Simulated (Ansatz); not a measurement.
**Changed inputs in constrained RPA: NiF3 (honeycomb trihalide sheet)**

Wanted: the sensitivity and cost of U and J for NiF3 (honeycomb trihalide sheet).

Main program and level: Ansatz 0.2.0; constrained RPA on PBEsol, plane waves, PAW.

Most raw output is cut from this account.

**1. Starting point**

The cell holds 8 atoms: 2 Ni and 6 F. Its edges and angles: a = 5.015 Å, b = 5.015 Å, c = 28.291 Å, α = 90.0°, β = 90.0°, γ = 120.0°. Vacuum lies along c.

The structure was relaxed with PBEsol. The structure was generated from a model, not taken from a measurement. The runs that relaxed it are not among those shown. The program's search for lower electronic states was switched off, so nothing shows that the state found is the lowest. The default PAW set here is soft_2. Its files were made with PBE. The Coulomb interaction is cut off across the vacuum.

**2. Base: Ni eg, bands v1 to c3, 6×6×1 mesh, medium accuracy**

Constrained RPA screens the interaction with every transition except those inside the target bands, which a later many-body model would treat itself.

input.yaml reads:

```yaml
crystal:
  lattice:
    - [4.09505735, -2.04752868, 2.04752868]
    - [-2.04752868, -2.04752868, -4.09505735]
    - [16.33393194, 16.33393194, -16.33393194]
  atoms:
    - { symbol: Ni, position: [0.3333333333, 0.6666666667, 0.3224606945] }
    - { symbol: Ni, position: [0.6666666667, 0.3333333333, 0.3224606945] }
    - { symbol: F, position: [0.3652212113, 0.0, 0.3568760208] }
    - { symbol: F, position: [0.0, 0.3652212113, 0.3568760208] }
    - { symbol: F, position: [0.6347787887, 0.6347787887, 0.3568760208] }
    - { symbol: F, position: [0.6347787887, 0.0, 0.2880453682] }
    - { symbol: F, position: [0.0, 0.6347787887, 0.2880453682] }
    - { symbol: F, position: [0.3652212113, 0.3652212113, 0.2880453682] }
  periodic: [true, true, false]
kpoints:
  mp_grid: { grid: [6, 6, 1] }
hamiltonian:
  xc: pbesol
scf:
  occupations: { method: gaussian, width: 0.08 }
  n_extra_bands: 24
  max_iter: 150
  lower_state_search: "off"
output:
  crpa:
    kmesh: [6, 6, 1]
    target_bands: [v1, c3]
    projections: [{ species: Ni, l: d, shell: 3, orbitals: [dz2, dx2-y2] }]
  local_orbitals:
    kmesh: [12, 12, 1]
    orbitals: [{ species: Ni, l: d, shell: 3, orbitals: [dz2, dx2-y2] }]
    window: { bands: [v1, c3] }
    seedname: lo
```

Run with:

```
$ ansatz run input.yaml --threads 4 --pin off --max-ram 14745MiB --backend cpu --events-out ev --progress --plain --runs-dir out
```

It took 19 min on 4 threads of Arm Neoverse V2, shared host; peak memory 3.5 GiB; 73 min of CPU time.

This step gave:

* U: 4.655 eV
* U prime (inter-orbital): 3.683 eV
* J: 0.4863 eV
* bare V: 17.33 eV
* bare J: 0.8092 eV
* stated bound on U: 0.008995 eV
* U over bare V: 0.2686
* electrons in the window: 2.000
* head of the constrained inverse dielectric matrix: 0.7727
* least eigenvalue of the projection's overlap: 0.5531
* target functions: 4
* bands in the sums: 84
* r.m.s. miss of the model bands: 1.00e-5 eV
* width of the target bands: 0.7478 eV
* weight of the projected orbitals in the window: 0.5979

On the Ni eg shell, screening brings the on-site interaction from 17.3 eV down to U = 4.66 eV.

**3. Changed: 3×3×1 mesh**

Edit input.yaml of step 2 so:

```diff
@@ -26,9 +26,4 @@
   crpa:
-    kmesh: [6, 6, 1]
+    kmesh: [3, 3, 1]
     target_bands: [v1, c3]
     projections: [{ species: Ni, l: d, shell: 3, orbitals: [dz2, dx2-y2] }]
-  local_orbitals:
-    kmesh: [12, 12, 1]
-    orbitals: [{ species: Ni, l: d, shell: 3, orbitals: [dz2, dx2-y2] }]
-    window: { bands: [v1, c3] }
-    seedname: lo
```

The job ended after 3.2 min (4 threads; peak memory 3.1 GiB).

This step gave:

| Item | Value |
| --- | --- |
| U | 4.687 eV |
| U prime (inter-orbital) | 3.715 eV |
| J | 0.4859 eV |
| bare V | 17.36 eV |
| bare J | 0.8091 eV |
| stated bound on U | 0.009893 eV |
| U over bare V | 0.2699 |
| electrons in the window | 2.000 |
| head of the constrained inverse dielectric matrix | 0.7424 |
| least eigenvalue of the projection's overlap | 0.5531 |
| target functions | 4 |
| bands in the sums | 84 |
| width of the target bands | 0.7478 eV |
| weight of the projected orbitals in the window | 0.5979 |

On the Ni eg shell, screening brings the on-site interaction from 17.4 eV down to U = 4.69 eV.

**4. Changed: spin-orbit coupling, which the program doesn't serve**

This step: constrained RPA on PBEsol with spin-orbit coupling, plane waves, PAW.

Edit input.yaml of step 3 so:

```diff
@@ -24,5 +24,8 @@
   lower_state_search: "off"
+magnetization:
+  noncollinear: true
+  spin_orbit: true
 output:
   crpa:
-    kmesh: [3, 3, 1]
+    kmesh: [6, 6, 1]
     target_bands: [v1, c3]
```

Elapsed: 0.02 s, on 4 threads; peak memory 0.034 GiB.

The program refused the input before any cycle.

The program's message: “Error: output.crpa with magnetization.noncollinear: true — the cRPA pipeline runs scalar-band solve channels only (unpolarised or collinear) — spinor oscillator elements are not implemented; use a col …”

The fault put into this input: spin-orbit coupling, which the program doesn't serve.

**5. Changed: strain -1.5%**

This step: constrained RPA on PBEsol, plane waves, PAW.

The cell differs from the one that the last finished run ended in (a 5.015 → 4.940 Å, b 5.015 → 4.940 Å).

Edit input.yaml of step 4 so:

```diff
@@ -2,4 +2,4 @@
   lattice:
-    - [4.09505735, -2.04752868, 2.04752868]
-    - [-2.04752868, -2.04752868, -4.09505735]
+    - [4.0336314898, -2.0168157498, 2.0168157498]
+    - [-2.0168157498, -2.0168157498, -4.0336314898]
     - [16.33393194, 16.33393194, -16.33393194]
@@ -24,5 +24,2 @@
   lower_state_search: "off"
-magnetization:
-  noncollinear: true
-  spin_orbit: true
 output:
@@ -32 +29,6 @@
     projections: [{ species: Ni, l: d, shell: 3, orbitals: [dz2, dx2-y2] }]
+  local_orbitals:
+    kmesh: [12, 12, 1]
+    orbitals: [{ species: Ni, l: d, shell: 3, orbitals: [dz2, dx2-y2] }]
+    window: { bands: [v1, c3] }
+    seedname: lo
```

The job ended after 17 min (4 threads; peak memory 3.5 GiB; 67 min of CPU time).

Numbers from this step:

- U: 4.806 eV
- U prime (inter-orbital): 3.815 eV
- J: 0.4957 eV
- bare V: 17.50 eV
- bare J: 0.8158 eV
- stated bound on U: 0.008843 eV
- U over bare V: 0.2747
- electrons in the window: 2.000
- head of the constrained inverse dielectric matrix: 0.7784
- least eigenvalue of the projection's overlap: 0.5520
- target functions: 4
- bands in the sums: 84
- r.m.s. miss of the model bands: 9.48e-6 eV
- width of the target bands: 0.7477 eV
- weight of the projected orbitals in the window: 0.5973

On the Ni eg shell, screening brings the on-site interaction from 17.5 eV down to U = 4.81 eV.

**6. Side by side**

Times are wall times on 4 threads of Arm Neoverse V2, shared host, good to a factor of about two.

```tsv
run	bare V (eV)	U (eV)	J (eV)	bound on U (eV)	width (eV)	time
target window	17.33	4.655	0.486	0.0090	0.75	19 min
3×3×1 mesh	17.36	4.687	0.486	0.0099	0.75	3.2 min
strain -1.5%	17.50	4.806	0.496	0.0088	0.75	17 min
```

**7. Summary of results**

| Item | Value |
| --- | --- |
| target window | U 4.66 eV, J 0.49 eV |
| 3×3×1 mesh | U 4.69 eV, J 0.49 eV |
| strain -1.5% | U 4.81 eV, J 0.50 eV |

In words: 3×3×1 mesh moves U by +0.03 eV at 0.17 times the time. Strain -1.5% moves U by +0.15 eV. The printed bound covers the solver alone, not the mesh, and no denser mesh than the base was run. The parent state is non-magnetic and the interaction static (zero frequency); U depends on the window and the orbitals, so it belongs to this model alone.

[Paths, hosts, dates, memory and timing lines, banners, echoed tables and standing remarks are left out of the program output.]

[Logs are printed without paths, hosts, clocks, repeated set-up lines and the standing remarks that a program may print on its own settings, such as how far it seeks lower states.]

[Runs of the session that timed out or met a known fault of the program may be left out.]

[Hosts, paths, dates, database ids (printed as entryN), source tags and the programs' standing remarks are cut or masked in the printed files.]
